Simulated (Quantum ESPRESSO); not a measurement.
# Ionisation energy and electron affinity at ZnS(110), part 3 of 6

Wanted: ionisation energy, electron affinity and surface tilt of ZnS(110).

Quantum ESPRESSO 7.5; plane-wave DFT, PBE, GBRV ultrasoft pseudopotentials.

So far. Step 5 (Relaxing the ions): The relaxation lowers the energy by 53 meV an atom. On the free atoms the largest force ends at 0.028 eV/Å.

## 6. Ground state of the relaxed slab

The relaxed slab, with empty bands to show its gap.

File scf.in:

```
&control
  prefix = 'scf'
  outdir = './out'
  pseudo_dir = './pseudo'
  calculation = 'scf'
  tprnfor = .true.
/
&system
  ibrav = 0
  nat = 18
  ntyp = 2
  ecutwfc = 40
  ecutrho = 200
  occupations = 'smearing'
  smearing = 'fd'
  degauss = 0.002
  nbnd = 125
/
&electrons
  conv_thr = 1e-08
  mixing_beta = 0.4
  electron_maxstep = 120
  mixing_mode = 'plain'
/
ATOMIC_SPECIES
  Zn  65.3800  zn_pbe_v1.uspp.F.UPF
  S   32.0600  s_pbe_v1.4.uspp.F.UPF
CELL_PARAMETERS angstrom
  5.45000000000000 0.00000000000000 0.00000000000000
  0.00000000000000 3.85373195746668 0.00000000000000
  0.00000000000000 0.00000000000000 31.41492782986673
ATOMIC_POSITIONS crystal
  Zn  0.063127780500 0.000000000000 0.269121484400
  S   0.260331387000 0.500000000000 0.251122605200
  Zn  0.494369997300 0.500000000000 0.313463581800
  S   0.744958021000 0.000000000000 0.317139777900
  Zn  0.001611628700 0.000000000000 0.378286426200
  S   0.251796116300 0.500000000000 0.376978573000
  Zn  0.500000000000 0.500000000000 0.438664001100
  S   0.750000000000 0.000000000000 0.438664001100
  Zn  0.000000000000 0.000000000000 0.500000000000
  S   0.250000000000 0.500000000000 0.500000000000
  Zn  0.500000000000 0.500000000000 0.561335998900
  S   0.750000000000 0.000000000000 0.561335998900
  Zn  0.001611628700 0.000000000000 0.621713573800
  S   0.251796116300 0.500000000000 0.623021427000
  Zn  0.494369997300 0.500000000000 0.686536418200
  S   0.744958021000 0.000000000000 0.682860222100
  Zn  0.063127780500 0.000000000000 0.730878515600
  S   0.260331387000 0.500000000000 0.748877394800
K_POINTS automatic
  4 6 1 0 0 0
```

On the command line:

```sh
OMP_NUM_THREADS=1 mpirun -n 8 pw.x -nk 2 -in scf.in > scf.out
```

The log of the run:

```text
[banner, memory and clock lines left out]
Program PWSCF v.7.5 starts
[citation notice left out]

[...]
Message from routine setup:
[...]
bravais-lattice index     =            0
     lattice parameter (alat)  =      10.2990  a.u.
     unit-cell volume          =    4452.5692 (a.u.)^3
     number of atoms/cell      =           18
     number of atomic types    =            2
     number of electrons       =       234.00
     number of Kohn-Sham states=          125
     kinetic-energy cutoff     =      40.0000  Ry
     charge density cutoff     =     200.0000  Ry
     scf convergence threshold =      1.0E-08
     mixing beta               =       0.4000
     number of iterations used =            8  plain     mixing
     Exchange-correlation=  SLA  PW   PBX  PBC
                           (   1   4   3   4   0   0   0)

[...]
PseudoPot. # 1 for Zn read from file:
     ./pseudo/zn_pbe_v1.uspp.F.UPF
     Pseudo is Ultrasoft, Zval = 20.0
     Generated by new atomic code, or converted to UPF format
     Using radial grid of  943 points,  6 beta functions with:
                l(1) =   0
                l(2) =   0
                l(3) =   1
                l(4) =   1
                l(5) =   2
                l(6) =   2
     Q(r) pseudized with  8 coefficients,  rinner =    1.100   1.100   1.100
                                                       1.100   1.100

     PseudoPot. # 2 for S  read from file:
     ./pseudo/s_pbe_v1.4.uspp.F.UPF
     Pseudo is Ultrasoft + core correction, Zval =  6.0
     Generated by new atomic code, or converted to UPF format
     Using radial grid of  907 points,  6 beta functions with:
                l(1) =   0
                l(2) =   0
                l(3) =   1
                l(4) =   1
                l(5) =   2
                l(6) =   2
     Q(r) pseudized with  8 coefficients,  rinner =    1.300   1.300   1.300
                                                       1.300   1.300

     atomic species   valence    mass     pseudopotential
     Zn               20.00    65.38000     Zn( 1.00)
     S                 6.00    32.06000     S ( 1.00)

      4 Sym. Ops. (no inversion) found

[...]
number of k points=    12  Fermi-Dirac smearing, width (Ry)=  0.0020
[...]
Dense  grid:   212905 G-vectors     FFT dimensions: (  48,  36, 270)

     Smooth grid:   152219 G-vectors     FFT dimensions: (  45,  30, 240)

     Initial potential from superposition of free atoms

     starting charge     233.9984, renormalised to     234.0000

     negative rho (up, down):  1.483E-03 0.000E+00
     Starting wfcs are  153 randomized atomic wfcs

     per-process dynamical memory:   121.2 Mb

     Self-consistent Calculation

     iteration #  1     ecut=    40.00 Ry     beta= 0.40
     Davidson diagonalization with overlap
     ethr =  1.00E-02,  avg # of iterations =  2.8

     Threshold (ethr) on eigenvalues was too large:
     Diagonalizing with lowered threshold

     Davidson diagonalization with overlap
     ethr =  4.48E-04,  avg # of iterations =  2.0

     negative rho (up, down):  1.426E-03 0.000E+00

     total energy              =   -4371.62601480 Ry
     estimated scf accuracy    <       1.05886308 Ry

     iteration #  2     ecut=    40.00 Ry     beta= 0.40
[...]
negative rho (up, down):  1.445E-03 0.000E+00

[...]
total energy              =   -4371.83789773 Ry
     estimated scf accuracy    <       0.12565283 Ry

     iteration #  3     ecut=    40.00 Ry     beta= 0.40
[...]
c_bands:  1 eigenvalues not converged
[...]
negative rho (up, down):  1.458E-03 0.000E+00

[...]
total energy              =   -4371.85038036 Ry
     estimated scf accuracy    <       0.03044296 Ry

     iteration #  4     ecut=    40.00 Ry     beta= 0.40
[...]
negative rho (up, down):  1.476E-03 0.000E+00

[...]
total energy              =   -4371.85295703 Ry
     estimated scf accuracy    <       0.01452276 Ry

     iteration #  5     ecut=    40.00 Ry     beta= 0.40
[...]
negative rho (up, down):  1.492E-03 0.000E+00

[...]
total energy              =   -4371.85465708 Ry
     estimated scf accuracy    <       0.00226890 Ry

     iteration #  6     ecut=    40.00 Ry     beta= 0.40
[...]
negative rho (up, down):  1.497E-03 0.000E+00

[...]
total energy              =   -4371.85485056 Ry
     estimated scf accuracy    <       0.00015125 Ry

[...]
iteration #  9     ecut=    40.00 Ry     beta= 0.40
[...]
negative rho (up, down):  1.504E-03 0.000E+00

[...]
total energy              =   -4371.85489199 Ry
     estimated scf accuracy    <       0.00000052 Ry

     iteration # 10     ecut=    40.00 Ry     beta= 0.40
[...]
negative rho (up, down):  1.505E-03 0.000E+00

[...]
total energy              =   -4371.85489216 Ry
     estimated scf accuracy    <       0.00000011 Ry

     iteration # 11     ecut=    40.00 Ry     beta= 0.40
[...]
negative rho (up, down):  1.506E-03 0.000E+00

[...]
total energy              =   -4371.85489219 Ry
     estimated scf accuracy    <       0.00000002 Ry

     iteration # 12     ecut=    40.00 Ry     beta= 0.40
[...]
negative rho (up, down):  1.507E-03 0.000E+00

[...]
End of self-consistent calculation

          k = 0.0000 0.0000 0.0000 ( 19025 PWs)   bands (ev):

  -124.1157-124.1157-124.0451-124.0451-124.0398-124.0347-124.0346-123.9677
  -123.9677 -78.3705 -78.3705 -78.2510 -78.2510 -78.2284 -78.2284 -78.2209
   -78.2209 -78.2126 -78.2126 -78.2106 -78.2106 -78.2098 -78.2098 -78.2094
   -78.2054 -78.2054 -78.2049 -78.2049 -78.2033 -78.2033 -78.1523 -78.1523
   -78.1373 -78.1373 -78.1222 -78.1222 -12.1428 -11.9859 -11.7651 -11.4884
   -11.2108 -11.0528 -11.0191 -10.8409 -10.8403  -5.5208  -5.5080  -5.4958
    -5.4951  -5.4588  -5.4414  -5.4371  -5.4300  -5.3959  -5.3908  -5.3798
    -5.3607  -5.3452  -5.3335  -5.3187  -5.2946  -5.2654  -5.2418  -5.2308
    -5.1809  -5.1484  -5.1362  -5.1271  -5.1163  -5.0700  -5.0522  -5.0518
    -5.0477  -5.0360  -5.0199  -5.0001  -4.9986  -4.9896  -4.9877  -4.9826
    -4.9708  -4.9607  -4.9398  -4.8993  -4.8944  -4.8915  -4.8275  -4.7480
    -4.7127  -4.6732  -3.6804  -3.6454  -3.4768  -3.1202  -2.7293  -2.3342
    -2.1429  -1.9907  -1.6108  -1.5502  -1.3512  -1.2918  -1.1190  -1.1032
    -0.8160  -0.6008  -0.4400  -0.4377  -0.0156   0.1288   0.2773   0.3475
     0.5949   0.6492   0.6962   0.7460   0.7866   2.9872   3.5154   4.1747
     4.3209   4.5879   4.7799   4.9418   5.0499

          k = 0.0000 0.2357 0.0000 ( 19041 PWs)   bands (ev):

  -124.1157-124.1157-124.0451-124.0451-124.0398-124.0347-124.0346-123.9677
  -123.9677 -78.3705 -78.3705 -78.2510 -78.2510 -78.2285 -78.2285 -78.2209
   -78.2209 -78.2126 -78.2126 -78.2106 -78.2106 -78.2098 -78.2098 -78.2094
   -78.2055 -78.2054 -78.2049 -78.2049 -78.2033 -78.2033 -78.1523 -78.1523
   -78.1373 -78.1373 -78.1222 -78.1222 -12.0126 -11.8621 -11.6538 -11.3971
   -11.1466 -11.0211 -11.0132 -10.7941 -10.7933  -5.5194  -5.5165  -5.4774
    -5.4698  -5.4657  -5.4408  -5.4128  -5.3992  -5.3838  -5.3506  -5.3427
    -5.3378  -5.3181  -5.2977  -5.2865  -5.2658  -5.2505  -5.2347  -5.2287
    -5.1907  -5.1807  -5.1571  -5.1375  -5.1211  -5.0880  -5.0623  -5.0483
    -5.0404  -5.0212  -5.0010  -5.0009  -4.9919  -4.9850  -4.9720  -4.9654
    -4.9576  -4.9490  -4.9425  -4.9121  -4.9092  -4.8751  -4.7848  -4.6882
    -4.6690  -4.6338  -3.6848  -3.6377  -3.4763  -3.1310  -2.7262  -2.3079
    -2.0500  -1.8686  -1.8629  -1.6985  -1.5850  -1.4815  -1.4226  -1.2926
    -1.0999  -1.0535  -0.7029  -0.6972  -0.5966  -0.3121  -0.3037  -0.1117
    -0.0463   0.1656   0.2272   0.4143   0.5635   3.8833   4.2543   4.6688
     4.8218   4.9541   5.3686   5.5446   5.6969

[...]
the Fermi energy is     2.1082 ev

!    total energy              =   -4371.85489220 Ry
     estimated scf accuracy    <          2.1E-09 Ry
     smearing contrib. (-TS)   =      -0.00000000 Ry
     internal energy E=F+TS    =   -4371.85489220 Ry

     The total energy is F=E-TS. E is the sum of the following terms:
     one-electron contribution =  -23434.35957825 Ry
     hartree contribution      =   11728.67746862 Ry
     xc contribution           =    -455.99179088 Ry
     ewald contribution        =    7789.81900831 Ry

     convergence has been achieved in  12 iterations

     negative rho (up, down):  1.507E-03 0.000E+00

     Forces acting on atoms (cartesian axes, Ry/au):

     atom    1 type  1   force =     0.00057185    0.00000000   -0.00090138
     atom    2 type  2   force =     0.00006033    0.00000000    0.00020818
     atom    3 type  1   force =     0.00073381    0.00000000   -0.00085642
     atom    4 type  2   force =     0.00072423    0.00000000   -0.00038944
     atom    5 type  1   force =    -0.00058392    0.00000000   -0.00063783
     atom    6 type  2   force =    -0.00011350    0.00000000    0.00051009
     atom    7 type  1   force =    -0.00041839    0.00000000   -0.00171404
     atom    8 type  2   force =    -0.00085770   -0.00000000    0.00403416
     atom    9 type  1   force =    -0.00054796    0.00000000    0.00000000
     atom   10 type  2   force =     0.00031455    0.00000000    0.00000000
     atom   11 type  1   force =    -0.00041839    0.00000000    0.00171404
     atom   12 type  2   force =    -0.00085770    0.00000000   -0.00403416
     atom   13 type  1   force =    -0.00058392    0.00000000    0.00063783
     atom   14 type  2   force =    -0.00011350    0.00000000   -0.00051009
     atom   15 type  1   force =     0.00073381    0.00000000    0.00085642
     atom   16 type  2   force =     0.00072423    0.00000000    0.00038944
     atom   17 type  1   force =     0.00057185    0.00000000    0.00090138
     atom   18 type  2   force =     0.00006033    0.00000000   -0.00020818

     Total force =     0.006997     Total SCF correction =     0.000200

[...]
```

The job ended after 4.8 min (8 MPI ranks of Arm Neoverse N1, shared host; peak memory 1.9 GiB).

Read from the output:

| Property | Result |
| --- | --- |
| Fermi energy | 2.108 eV |
| valence top, on the run's zero | 0.7866 eV |
| conduction bottom, on the run's zero | 2.987 eV |
| gap by band count | 2.201 eV |

The program's own clock; routines nest. Time by routine:

```csv
routine,wall time (s),calls
PWSCF,287.7,1
electrons,276,1
c_bands,241.8,13
cegterg,233.7,78
h_psi,129.4,521
fftw,87.08,61312
vloc_psi,79.66,521
calbec,36.36,623
sum_band,29.35,13
h_psi:calbec,24.62,521
add_vuspsi,24.32,521
s_psi,24.21,521
cdiaghg,14.46,509
init_run,7.68,1
```

The run needed 12 iterations to bring the estimated error under 1e-08 Ry; the largest force on any atom, held or free, is 0.11 eV/Å.

## 7. Electrostatic potential of the relaxed slab

File pot.in:

```
&inputpp
  prefix = 'scf'
  outdir = './out'
  filplot = 'pot.dat'
  plot_num = 11
/
```

On the command line:

```sh
OMP_NUM_THREADS=1 mpirun -n 8 pp.x -in pot.in > pot.out
```

The log of the run:

```text
[banner, memory and clock lines left out]
Program POST-PROC v.7.5 starts
[citation notice left out]

[...]
./out/scf.save/

[...]
negative rho (up, down):  1.507E-03 0.000E+00

     Calling punch_plot, plot_num =  11
     Writing data to file  pot.dat
     Message from routine chdens:
     namelist plot not found or invalid, exiting
```

Run time: 1.6 s. Hardware: 8 MPI ranks; peak memory 0.13 GiB; 12 s of CPU time.

Read from the output:

```
slope of the potential above                                          : 2.70e-5 eV/Å
upper vacuum line continued to the top atoms, over the valence top    : 6.096 eV
slope of the potential below                                          : -2.33e-5 eV/Å
lower vacuum line continued to the bottom atoms, over the valence top : 6.096 eV
vacuum level at the upper face over the valence top of the mesh       : 6.096 eV
vacuum level at the lower face over the valence top of the mesh       : 6.096 eV
```

The potential energy, planar mean oscillates, so the rows of the table below give means over windows of 1.86 Å about each position, cut where the curve ends. Its maxima inside the range that stand out by 2 % of the span (Å: eV): 9.1: -0.578, 10.9: 1.76, 12.8: 1.58, 14.8: 1.61, 16.6: 1.61, 18.6: 1.58, 20.5: 1.76, 22.3: -0.578. Its minima: 8.0: -5.63, 9.9: -7.95, 11.9: -7.72, 13.7: -7.73, 15.7: -7.79, 17.7: -7.73, 19.5: -7.72, 21.5: -7.95, 23.4: -5.63.

Electrostatic potential energy of an electron; zero at the highest filled level of the SCF mesh. Potential energy, planar mean against z; means over each step:

z (Å), potential energy, planar mean (eV) and a bar from the least value:
```
     0.93       6.10 ##############################
     2.79       6.10 ##############################
     4.65       6.09 ##############################
     6.51       5.02 ###########################
     8.37      -2.83 ##
    10.23      -3.17 #
    12.09      -3.03 #
    13.95      -3.09 #
    15.81      -3.09 #
    17.67      -3.11 #
    19.53      -3.04 #
    21.39      -3.42 
    23.25      -2.52 ###
    25.11       5.50 ############################
    26.97       6.09 ##############################
    28.83       6.10 ##############################
    30.69       6.10 ##############################
```

The vacuum is flat to 0.1 meV/Å, so its level is well defined. Inside the slab the curve depends on the local part of the pseudopotentials; only the vacuum level has a meaning of its own.

## 8. Planar and running averages

average.x takes the planar mean and smooths it over a window of one repeat.

File avg.in:

```
1
pot.dat
1.0
326
3
7.2824979573
```

On the command line:

```sh
OMP_NUM_THREADS=1 average.x < avg.in > avg.out
```

The log of the run:

```text
[banner, memory and clock lines left out]
Program AVERAGE v.7.5 starts
[citation notice left out]

[...]
Reading header from file  pot.dat
     Reading data from file  pot.dat
     Output written to file avg.dat

[...]
```

Run time: 0.73 s. Hardware: 1 MPI rank; peak memory 0.14 GiB.

Numbers from this step:

| Property | Result |
| --- | --- |
| average.x's running mean in the middle layers, on the run's own zero | -2.163 eV |
| mean potential by an exact Fourier window in the middle layers, on the run's own zero | -2.160 eV |

Electrostatic potential energy of an electron; zero at the highest filled level of the SCF mesh; window 3.8537 Å. Potential energy, running mean against z:

```csv
z (Å),"potential energy, running mean (eV)"
0,6.10
2,6.10
4,6.09
6,4.57
8,-0.612
10,-3.20
12,-2.78
14,-2.86
16,-2.87
18,-2.90
20,-2.92
22,-2.98
24,1.16
26,5.75
28,6.09
30,6.10
```

Where the running mean is not flat inside, average.x's window, rounded to the grid, doesn't match the spacings there.

(Continued in part 4 of 6.)

[Logs are printed without paths, hosts, clocks, repeated set-up lines and the standing remarks that a program may print on its own settings, such as how far it seeks lower states.]

[Hosts, paths, dates, database ids (printed as entryN), source tags and the programs' standing remarks are cut or masked in the printed files.]

[Maps of the electrostatic potential energy from Ansatz leave out the sawtooth potential of an applied field or a dipole correction, so their vacuum need not be flat; planar profiles and work functions include it.]
